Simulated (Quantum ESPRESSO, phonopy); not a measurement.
# ZnS (F-43m): a volume series of phonon spectra, part 9 of 9

Aim: how the vibrations of ZnS shift with volume, and the expansion that follows.

What experiment has found for this phase:
- bulk modulus 71.4 GPa near room temperature (given in “High-Throughput Prediction of Finite-Temperature Properties using the Quasi-Harmonic Approximation”, 2016, arXiv:1603.06924)

Quantum ESPRESSO 7.5; DFT LDA, scalar-relativistic, plane waves, GBRV ultrasoft pseudopotentials.

So far. Step 32 (Phonons, k-mesh 6×6×6, supercell k mesh 3×3×3 (run 2)): The time given is that of the 2 pw.x runs on displaced cells behind this step.

The database entry behind the starting cell differs from later determinations by our own check (about 0.1 % short), so it need not match the best structure at ambient conditions.

## (33) Mode Grüneisen parameters (continued)

Volume series, by row:

| V/V0 | V (Å³/atom) | pressure (GPa) | E - E0 (meV/atom) | gap (eV) | zero-point energy (meV/atom) | lowest on the path (cm⁻¹) | highest at Gamma without the LO-TO term (cm⁻¹) |
| --- | --- | --- | --- | --- | --- | --- | --- |
| 0.97 | 17.97 | 2.927 | 6.297 | 2.267 | 42.73 | 0 | 309.2 |
| 0.985 | 18.25 | 1.437 | 1.914 | 2.197 | 41.95 | 0 | 301.3 |
| 1 | 18.53 | 0.066 | 0 | 2.128 | 41.18 | 0 | 293.6 |
| 1.015 | 18.81 | -1.201 | 0.387 | 2.062 | 40.43 | 0 | 286.1 |
| 1.03 | 19.08 | -2.367 | 2.88 | 1.996 | 39.68 | 0 | 278.8 |
| 1.045 | 19.36 | -3.443 | 7.377 | 1.932 | 38.95 | 0 | 271.7 |
| 1.06 | 19.64 | -4.432 | 13.61 | 1.87 | 38.24 | 0 | 264.8 |

Table of optical frequency at Gamma without the LO-TO term, mode 4 by V/V0:

| V/V0 | optical frequency at Gamma without the LO-TO term, mode 4 (cm⁻¹) |
| --- | --- |
| 0.9700 | 309 |
| 0.9850 | 301 |
| 1.0000 | 294 |
| 1.0150 | 286 |
| 1.0300 | 279 |
| 1.0450 | 272 |
| 1.0600 | 265 |

Grüneisen at points, by row:

| point | branch | frequency (cm⁻¹) | mode Grüneisen parameter |
| --- | --- | --- | --- |
| Γ | 4 | 293.6 | 1.73 |
| Γ | 6 | 349.6 | 1.15 |
| X | 1 | 91.4 | -1.14 |
| X | 3 | 218.9 | 1.12 |
| X | 4 | 327.7 | 1.75 |
| X | 6 | 336.6 | 1.34 |
| U | 1 | 87.2 | -1.22 |
| U | 2 | 131.2 | -0.29 |
| U | 3 | 198.6 | 1.28 |
| U | 4 | 321.5 | 1.4 |
| U | 5 | 322 | 1.76 |
| U | 6 | 342.4 | 1.68 |
| K | 1 | 87.2 | -1.22 |
| K | 2 | 131.2 | -0.29 |
| K | 3 | 198.6 | 1.28 |
| K | 4 | 321.5 | 1.4 |
| K | 5 | 322 | 1.76 |
| K | 6 | 342.4 | 1.68 |
| L | 1 | 70.4 | -1.47 |
| L | 3 | 200.9 | 0.85 |
| L | 4 | 308.5 | 1.79 |
| L | 6 | 348.8 | 1.44 |
| W | 1 | 106 | -0.34 |
| W | 2 | 131.8 | -0.67 |
| W | 3 | 192.3 | 1.46 |
| W | 4 | 316.2 | 1.38 |
| W | 5 | 330.4 | 1.74 |
| W | 6 | 340.5 | 1.69 |

The printed pressures lie 0.34 GPa below −dE/dV of the same runs on average, in a series that spans 7.4 GPa: energy and stress disagree, as they do when the basis is incomplete, so the pressures are not converged.

## (34) Quasi-harmonic fit by phonopy

This step gave:

```yaml
volume_expansion_coefficient_at_300_k: 16.41 1e-6/K
isothermal_bulk_modulus_at_300_k: 81.98 GPa
c_p_at_300_k: 22.49 J/mol-atom/K
grueneisen_parameter_at_300_k: 0.678
```

Table of energy (each curve on its own zero) by volume; values in meV/atom:

| volume (Å³/atom) | static | F at 0 K | F at 300 K | F at 900 K |
| --- | --- | --- | --- | --- |
| 17.973 | 6.3 | 8.57 | 9.37 | 14 |
| 18.251 | 1.91 | 3.41 | 4.04 | 7.31 |
| 18.529 | 0 | 0.73 | 1.12 | 2.93 |
| 18.807 | 0.39 | 0.37 | 0.48 | 0.72 |
| 19.085 | 2.88 | 2.11 | 1.86 | 0.35 |
| 19.363 | 7.38 | 5.88 | 5.26 | 2 |
| 19.641 | 13.6 | 11.4 | 10.3 | 5.15 |

Phonopy-qha, vinet fit of F(V) at each temperature; no electronic free energy. Qha vinet, by row:

| T (K) | fitted volume (Å³/atom) | alpha_V (1e-6/K) | B_T (GPa) | C_P (J/mol-atom/K) | Grueneisen |
| --- | --- | --- | --- | --- | --- |
| 100 | 18.71 | 1.74 | 84.47 | 12.4 | 0.1331 |
| 150 | 18.72 | 7.92 | 83.94 | 17.11 | 0.4381 |
| 200 | 18.72 | 12.09 | 83.32 | 19.88 | 0.5722 |
| 250 | 18.74 | 14.69 | 82.66 | 21.5 | 0.6395 |
| 300 | 18.75 | 16.41 | 81.98 | 22.49 | 0.6782 |
| 350 | 18.77 | 17.62 | 81.3 | 23.14 | 0.7031 |
| 400 | 18.79 | 18.54 | 80.6 | 23.59 | 0.7206 |
| 450 | 18.8 | 19.27 | 79.91 | 23.92 | 0.7338 |
| 500 | 18.82 | 19.88 | 79.21 | 24.16 | 0.7444 |
| 550 | 18.84 | 20.42 | 78.5 | 24.35 | 0.7532 |
| 600 | 18.86 | 20.9 | 77.8 | 24.51 | 0.7609 |
| 650 | 18.88 | 21.35 | 77.09 | 24.63 | 0.7679 |
| 700 | 18.9 | 21.77 | 76.38 | 24.74 | 0.7743 |
| 750 | 18.92 | 22.18 | 75.67 | 24.83 | 0.7803 |
| 800 | 18.94 | 22.58 | 74.96 | 24.92 | 0.786 |
| 850 | 18.96 | 22.97 | 74.25 | 24.99 | 0.7915 |

Table of volume expansion coefficient, phonopy-qha, Vinet by temperature:

temperature (K), volume expansion coefficient, phonopy-qha, Vinet (1e-6/K) and a bar from the least value:
```
       75       -1.3 
      125        5.0 ########
      150        7.9 ###########
      200       12.1 ################
      225       13.5 ##################
      275       15.6 #####################
      300       16.4 ######################
      350       17.6 #######################
      375       18.1 ########################
      425       18.9 #########################
      450       19.3 #########################
      500       19.9 ##########################
      525       20.2 ##########################
      575       20.7 ###########################
      600       20.9 ###########################
      650       21.4 ############################
      675       21.6 ############################
      725       22.0 #############################
      750       22.2 #############################
      800       22.6 #############################
      825       22.8 ##############################
      875       23.2 ##############################
```

The fit gives a volume expansion of 16.4 × 10⁻⁶/K at 300 K.

## (35) Summary of results

* volume expansion coefficient at 300 K: 16.41 1e-6/K
* isothermal bulk modulus at 300 K: 81.98 GPa
* C_P at 300 K: 22.49 J/mol-atom/K
* Grüneisen parameter at 300 K: 0.678
* mean mode Grüneisen parameter at 300 K: 0.622

Near room temperature ZnS expands by 16.4 × 10⁻⁶/K in volume by LDA, with C_P = 22.5 J/(mol K) per mole of atoms and B_T = 82.0 GPa. The q-mesh is coarse, and the expansion can converge slowly with it. C_P at room temperature is 90 % of the classical 3R an atom, so the stiffest modes are still partly frozen out. A measured bulk modulus near room temperature is 71.4 GPa (arXiv:1603.06924); the calculated 82.0 GPa differs by +15 %. The table does not say whether its value is isothermal or adiabatic. The heat-capacity-weighted Grüneisen parameter goes from -0.649 at 50 K to 0.696 at 800 K; 33 % of the modes stiffen on expansion. Weighting γ by the density of states and each mode's heat capacity at 300 K, the lowest third of the frequency range (cuts at 120 and 240 cm⁻¹) pulls the cell inward, while the rest pushes it outward. Among the labelled points γ is largest for branch 4 at L (308 cm⁻¹, 1.8) and most negative for branch 1 at L (70.4 cm⁻¹, -1.5). The supercell is small: only its own wavevectors are exact, and branches between them are interpolated and can be misplaced. The printed pressures lie 0.34 GPa below −dE/dV of the same runs on average, in a series that spans 7.4 GPa: energy and stress disagree, as they do when the basis is incomplete, so the pressures are not converged.

[Logs are printed without paths, hosts, clocks, repeated set-up lines and the standing remarks that a program may print on its own settings, such as how far it seeks lower states.]

[Hosts, paths, dates, database ids (printed as entryN), source tags and the programs' standing remarks are cut or masked in the printed files.]

[A step with changed settings may run another functional than the one named; its input shows which.]

[Of the runs on displaced cells, only some may be shown.]
